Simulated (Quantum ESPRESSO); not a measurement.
# LiVO2: spin-resolved density of states, part 2 of 2

Where do the states of the two spins of LiVO2 lie?

Quantum ESPRESSO 7.5; LDA; plane waves with GBRV 1.5 LDA potentials, no spin-orbit coupling.

So far, absolute magnetization (μB): step 2 (ground-state run) 2.77.

### Step 3. Post-processing

Level of this step: LDA; plane waves with GBRV 1.5 LDA potentials, no spin-orbit coupling, projections on orthogonalised atomic orbitals (Quantum ESPRESSO).

Contents of projwfc.in:

```
&PROJWFC
  prefix = 'pwscf'
  outdir = './tmp'
  filpdos = 'pdos'
  ngauss = 0
  degauss = 0.01
  DeltaE = 0.05
  Emin = 1.72
  Emax = 15.72
/
```

Started as:

```bash
OMP_NUM_THREADS=1 mpirun -n 2 projwfc.x -nk 2 -in projwfc.in > projwfc.out
```

The program printed:

```text
[banner, memory and clock lines left out]
Program PROJWFC v.7.5 starts

     [... lines left out ...]
     IMPORTANT: XC functional enforced from input :
     Exchange-correlation= PZ
                           (   1   1   0   0   0   0   0)
     Any further DFT definition will be discarded
     Please, verify this is what you really want

     G-vector sticks info

     Check: negative core charge=   -0.000004

     negative rho (up, down):  1.098E-03 1.098E-03

     Gaussian broadening (read from input): ngauss,degauss=   0    0.010000

     Calling projwave ....

  Problem Sizes
  natomwfc =           46
  nbnd     =           43
  nkstot   =           78
  npwx     =         2095
  nkb      =          106

     Atomic states used for projection
     (read from pseudopotential files):

     state #   1: atom   1 (Li ), wfc  1 (l=0 m= 1)
     state #   2: atom   1 (Li ), wfc  2 (l=0 m= 1)
     state #   3: atom   1 (Li ), wfc  3 (l=1 m= 1)
     state #   4: atom   1 (Li ), wfc  3 (l=1 m= 2)
     state #   5: atom   1 (Li ), wfc  3 (l=1 m= 3)
     state #   6: atom   2 (Li ), wfc  1 (l=0 m= 1)
     state #   7: atom   2 (Li ), wfc  2 (l=0 m= 1)
     state #   8: atom   2 (Li ), wfc  3 (l=1 m= 1)
     state #   9: atom   2 (Li ), wfc  3 (l=1 m= 2)
     state #  10: atom   2 (Li ), wfc  3 (l=1 m= 3)
     state #  11: atom   3 (V1 ), wfc  1 (l=0 m= 1)
     state #  12: atom   3 (V1 ), wfc  2 (l=1 m= 1)
     state #  13: atom   3 (V1 ), wfc  2 (l=1 m= 2)
     state #  14: atom   3 (V1 ), wfc  2 (l=1 m= 3)
     state #  15: atom   3 (V1 ), wfc  3 (l=0 m= 1)
     state #  16: atom   3 (V1 ), wfc  4 (l=2 m= 1)
     state #  17: atom   3 (V1 ), wfc  4 (l=2 m= 2)
     state #  18: atom   3 (V1 ), wfc  4 (l=2 m= 3)
     state #  19: atom   3 (V1 ), wfc  4 (l=2 m= 4)
     state #  20: atom   3 (V1 ), wfc  4 (l=2 m= 5)
     state #  21: atom   4 (V2 ), wfc  1 (l=0 m= 1)
     state #  22: atom   4 (V2 ), wfc  2 (l=1 m= 1)
     state #  23: atom   4 (V2 ), wfc  2 (l=1 m= 2)
     state #  24: atom   4 (V2 ), wfc  2 (l=1 m= 3)
     state #  25: atom   4 (V2 ), wfc  3 (l=0 m= 1)
     state #  26: atom   4 (V2 ), wfc  4 (l=2 m= 1)
     state #  27: atom   4 (V2 ), wfc  4 (l=2 m= 2)
     state #  28: atom   4 (V2 ), wfc  4 (l=2 m= 3)
     state #  29: atom   4 (V2 ), wfc  4 (l=2 m= 4)
     state #  30: atom   4 (V2 ), wfc  4 (l=2 m= 5)
     state #  31: atom   5 (O  ), wfc  1 (l=0 m= 1)
     state #  32: atom   5 (O  ), wfc  2 (l=1 m= 1)
     state #  33: atom   5 (O  ), wfc  2 (l=1 m= 2)
     state #  34: atom   5 (O  ), wfc  2 (l=1 m= 3)
     state #  35: atom   6 (O  ), wfc  1 (l=0 m= 1)
     state #  36: atom   6 (O  ), wfc  2 (l=1 m= 1)
     state #  37: atom   6 (O  ), wfc  2 (l=1 m= 2)
     state #  38: atom   6 (O  ), wfc  2 (l=1 m= 3)
     state #  39: atom   7 (O  ), wfc  1 (l=0 m= 1)
     state #  40: atom   7 (O  ), wfc  2 (l=1 m= 1)
     state #  41: atom   7 (O  ), wfc  2 (l=1 m= 2)
     state #  42: atom   7 (O  ), wfc  2 (l=1 m= 3)
     state #  43: atom   8 (O  ), wfc  1 (l=0 m= 1)
     state #  44: atom   8 (O  ), wfc  2 (l=1 m= 1)
     state #  45: atom   8 (O  ), wfc  2 (l=1 m= 2)
     state #  46: atom   8 (O  ), wfc  2 (l=1 m= 3)

 [... projections of the bands left out ...]

Lowdin Charges:

     Atom #   1: total charge =   3.1748, s =  2.2117, p =  0.9631, d =  0.0000,
                 spin up      =   1.5874, s =  1.1059,
                 spin up      =   1.5874, p =  0.4816, pz=  0.1739, px=  0.1538, py=  0.1538,
                 spin up      =   1.5874, d =  0.0000, dz2=  0.0000, dxz=  0.0000, dyz=  0.0000, dx2-y2=  0.0000, dxy=  0.0000,
                 spin down    =   1.5874, s =  1.1059,
                 spin down    =   1.5874, p =  0.4816, pz=  0.1739, px=  0.1538, py=  0.1538,
                 spin down    =   1.5874, d =  0.0000, dz2=  0.0000, dxz=  0.0000, dyz=  0.0000, dx2-y2=  0.0000, dxy=  0.0000,
                 polarization =   0.0000, s =  0.0000, p =  0.0000, d =  0.0000,
     Atom #   2: total charge =   3.1748, s =  2.2117, p =  0.9631, d =  0.0000,
                 spin up      =   1.5874, s =  1.1059,
                 spin up      =   1.5874, p =  0.4816, pz=  0.1739, px=  0.1538, py=  0.1538,
                 spin up      =   1.5874, d =  0.0000, dz2=  0.0000, dxz=  0.0000, dyz=  0.0000, dx2-y2=  0.0000, dxy=  0.0000,
                 spin down    =   1.5874, s =  1.1059,
                 spin down    =   1.5874, p =  0.4816, pz=  0.1739, px=  0.1538, py=  0.1538,
                 spin down    =   1.5874, d =  0.0000, dz2=  0.0000, dxz=  0.0000, dyz=  0.0000, dx2-y2=  0.0000, dxy=  0.0000,
                 polarization =   0.0000, s =  0.0000, p =  0.0000, d =  0.0000,
     Atom #   3: total charge =  11.6923, s =  2.2160, p =  5.9839, d =  3.4924,
                 spin up      =   6.5190, s =  1.1101,
                 spin up      =   6.5190, p =  2.9921, pz=  0.9971, px=  0.9975, py=  0.9975,
                 spin up      =   6.5190, d =  2.4169, dz2=  0.2805, dxz=  0.5563, dyz=  0.5563, dx2-y2=  0.7896, dxy=  0.2343,
                 spin down    =   5.1733, s =  1.1060,
                 spin down    =   5.1733, p =  2.9918, pz=  0.9969, px=  0.9974, py=  0.9974,
                 spin down    =   5.1733, d =  1.0755, dz2=  0.2494, dxz=  0.2192, dyz=  0.2192, dx2-y2=  0.1949, dxy=  0.1928,
                 polarization =   1.3458, s =  0.0041, p =  0.0003, d =  1.3414,
     Atom #   4: total charge =  11.6923, s =  2.2160, p =  5.9839, d =  3.4923,
                 spin up      =   5.1733, s =  1.1060,
                 spin up      =   5.1733, p =  2.9918, pz=  0.9969, px=  0.9974, py=  0.9974,
                 spin up      =   5.1733, d =  1.0755, dz2=  0.2494, dxz=  0.2192, dyz=  0.2192, dx2-y2=  0.1949, dxy=  0.1928,
                 spin down    =   6.5190, s =  1.1101,
                 spin down    =   6.5190, p =  2.9921, pz=  0.9971, px=  0.9975, py=  0.9975,
                 spin down    =   6.5190, d =  2.4168, dz2=  0.2805, dxz=  0.5563, dyz=  0.5563, dx2-y2=  0.7896, dxy=  0.2343,
                 polarization =  -1.3458, s = -0.0041, p = -0.0003, d = -1.3413,
     Atom #   5: total charge =   6.5707, s =  1.6475, p =  4.9232, d =  0.0000,
                 spin up      =   3.2853, s =  0.8238,
                 spin up      =   3.2853, p =  2.4616, pz=  0.8588, px=  0.8014, py=  0.8014,
                 spin up      =   3.2853, d =  0.0000, dz2=  0.0000, dxz=  0.0000, dyz=  0.0000, dx2-y2=  0.0000, dxy=  0.0000,
                 spin down    =   3.2853, s =  0.8238,
                 spin down    =   3.2853, p =  2.4616, pz=  0.8588, px=  0.8014, py=  0.8014,
                 spin down    =   3.2853, d =  0.0000, dz2=  0.0000, dxz=  0.0000, dyz=  0.0000, dx2-y2=  0.0000, dxy=  0.0000,
                 polarization =  -0.0000, s = -0.0000, p = -0.0000, d =  0.0000,
     Atom #   6: total charge =   6.5707, s =  1.6475, p =  4.9232, d =  0.0000,
                 spin up      =   3.2853, s =  0.8238,
                 spin up      =   3.2853, p =  2.4616, pz=  0.8588, px=  0.8014, py=  0.8014,
                 spin up      =   3.2853, d =  0.0000, dz2=  0.0000, dxz=  0.0000, dyz=  0.0000, dx2-y2=  0.0000, dxy=  0.0000,
                 spin down    =   3.2853, s =  0.8238,
                 spin down    =   3.2853, p =  2.4616, pz=  0.8588, px=  0.8014, py=  0.8014,
                 spin down    =   3.2853, d =  0.0000, dz2=  0.0000, dxz=  0.0000, dyz=  0.0000, dx2-y2=  0.0000, dxy=  0.0000,
                 polarization =  -0.0000, s = -0.0000, p = -0.0000, d =  0.0000,
     Atom #   7: total charge =   6.4962, s =  1.6380, p =  4.8582, d =  0.0000,
                 spin up      =   3.2481, s =  0.8190,
                 spin up      =   3.2481, p =  2.4291, pz=  0.7945, px=  0.8173, py=  0.8173,
                 spin up      =   3.2481, d =  0.0000, dz2=  0.0000, dxz=  0.0000, dyz=  0.0000, dx2-y2=  0.0000, dxy=  0.0000,
                 spin down    =   3.2481, s =  0.8190,
                 spin down    =   3.2481, p =  2.4291, pz=  0.7945, px=  0.8173, py=  0.8173,
                 spin down    =   3.2481, d =  0.0000, dz2=  0.0000, dxz=  0.0000, dyz=  0.0000, dx2-y2=  0.0000, dxy=  0.0000,
                 polarization =  -0.0000, s = -0.0000, p = -0.0000, d =  0.0000,
     Atom #   8: total charge =   6.4962, s =  1.6380, p =  4.8582, d =  0.0000,
                 spin up      =   3.2481, s =  0.8190,
                 spin up      =   3.2481, p =  2.4291, pz=  0.7945, px=  0.8173, py=  0.8173,
                 spin up      =   3.2481, d =  0.0000, dz2=  0.0000, dxz=  0.0000, dyz=  0.0000, dx2-y2=  0.0000, dxy=  0.0000,
                 spin down    =   3.2481, s =  0.8190,
                 spin down    =   3.2481, p =  2.4291, pz=  0.7945, px=  0.8173, py=  0.8173,
                 spin down    =   3.2481, d =  0.0000, dz2=  0.0000, dxz=  0.0000, dyz=  0.0000, dx2-y2=  0.0000, dxy=  0.0000,
                 polarization =  -0.0000, s = -0.0000, p = -0.0000, d =  0.0000,
     Spilling Parameter:   0.0024
```

Run time: 2.8 s. Hardware: 2 MPI ranks of Intel Xeon Platinum 8488C (Sapphire Rapids), shared host; peak memory 0.15 GiB.

The density of states has structure finer than the step of the table below, so its rows give means over 0.5 eV, whole bins alone (the curve runs from -9.00 to 5.05 eV). Peaks (eV: height): up = down -6.00: 4.59, -3.25: 3.28, -0.10: 3.32, 1.25: 6.2; Li1 p up = Li1 p down -6.35: 0.13, -3.80: 0.0508; V3 d up = V4 d down -0.60: 1.25, -0.10: 2.58, 1.20: 1.1, 2.40: 0.89; V3 d down = V4 d up 1.25: 4.25, 2.35: 0.849; O5 p up = O5 p down -6.40: 0.849, -5.75: 1.19, -5.30: 0.772, -3.20: 0.431.

Gaussian broadening of 0.136 eV on the SCF mesh. The density of states by energy, zero at the Fermi level; means over each step; values in states/eV/cell:

| energy (eV) | up = down | Li1 p up = Li1 p down | V3 d up = V4 d down | V3 d down = V4 d up | O5 p up = O5 p down |
| --- | --- | --- | --- | --- | --- |
| -8.5 | 0 | 0 | 0 | 0 | 0 |
| -8.0 | 0.00434 | 4.8e-6 | 2.7e-4 | 2.0e-4 | 0.00124 |
| -7.5 | 0.431 | 0.00564 | 0.0318 | 0.0245 | 0.129 |
| -7.0 | 1.84 | 0.0423 | 0.141 | 0.105 | 0.504 |
| -6.5 | 3.47 | 0.116 | 0.277 | 0.199 | 0.768 |
| -6.0 | 4.03 | 0.0790 | 0.492 | 0.379 | 0.946 |
| -5.5 | 2.90 | 0.0448 | 0.271 | 0.247 | 0.798 |
| -5.0 | 1.92 | 0.0305 | 0.161 | 0.133 | 0.433 |
| -4.5 | 1.87 | 0.0244 | 0.103 | 0.0807 | 0.237 |
| -4.0 | 2.83 | 0.0469 | 0.130 | 0.105 | 0.327 |
| -3.5 | 2.84 | 0.0376 | 0.110 | 0.0852 | 0.363 |
| -3.0 | 1.85 | 0.0149 | 0.0405 | 0.0289 | 0.256 |
| -2.5 | 0.0266 | 1.4e-4 | 0.00408 | 0.00187 | 0.00178 |
| -2.0 | 0.0984 | 4.8e-6 | 0.0663 | 0.0283 | 0.00142 |
| -1.5 | 0.340 | 4.5e-5 | 0.223 | 0.0816 | 0.0154 |
| -1.0 | 0.520 | 3.9e-4 | 0.352 | 0.115 | 0.0191 |
| -0.5 | 1.55 | 0.00166 | 1.13 | 0.247 | 0.0513 |
| 0.0 | 2.92 | 0.00483 | 2.23 | 0.261 | 0.0840 |
| 0.5 | 1.32 | 0.00241 | 0.977 | 0.132 | 0.0478 |
| 1.0 | 3.46 | 0.00559 | 0.701 | 2.30 | 0.0735 |
| 1.5 | 4.45 | 0.00730 | 0.840 | 2.84 | 0.112 |
| 2.0 | 1.29 | 0.00405 | 0.436 | 0.541 | 0.0757 |
| 2.5 | 1.49 | 0.00454 | 0.556 | 0.507 | 0.122 |
| 3.0 | 1.000 | 0.00524 | 0.264 | 0.412 | 0.0820 |
| 3.5 | 0.768 | 0.00355 | 0.0619 | 0.453 | 0.0571 |
| 4.0 | 0.714 | 0.00351 | 0.114 | 0.340 | 0.0521 |
| 4.5 | 0.131 | 0.00107 | 0.0179 | 0.0392 | 0.00684 |

### Step 4. Outcome

* state: antiferromagnetic
* largest moment in a sphere: 1.03 μB

**Reading.** Distinct peaks of the density of states (up = down) stand at -6.00, -5.30, -3.25, -0.10 and 1.25 eV; the one at 1.25 eV is strongest. These are Kohn–Sham states without spin–orbit coupling, on the mesh of the self-consistent run. The moments are opposed on like sites, so the totals of the two spins are equal and the projections on single atoms show the splitting. Energies are free energies at an electronic temperature of 1580 K, which lowers moments and differences where the moments are itinerant. No Hubbard term acts here. In such compounds local and semilocal functionals without one often delocalise the d electrons, and can shrink or lose moments and miss the size, sign and order of the couplings. The smearing term is large for its width, so states at the Fermi level are partly filled: at this level the cell is a metal or has a gap of a few widths at most.

[Logs and program files are shortened in this print: banners, set-up blocks, solver, clock and traceback lines can be left out without a mark of their own.]

[Logs are printed without paths, hosts, clocks, repeated set-up lines and the standing remarks that a program may print on its own settings, such as how far it seeks lower states.]

[Hosts, paths, dates, database ids (printed as entryN), source tags and the programs' standing remarks are cut or masked in the printed files.]

[Where a cell is said to come from a database of computed structures, the database is the Materials Project.]
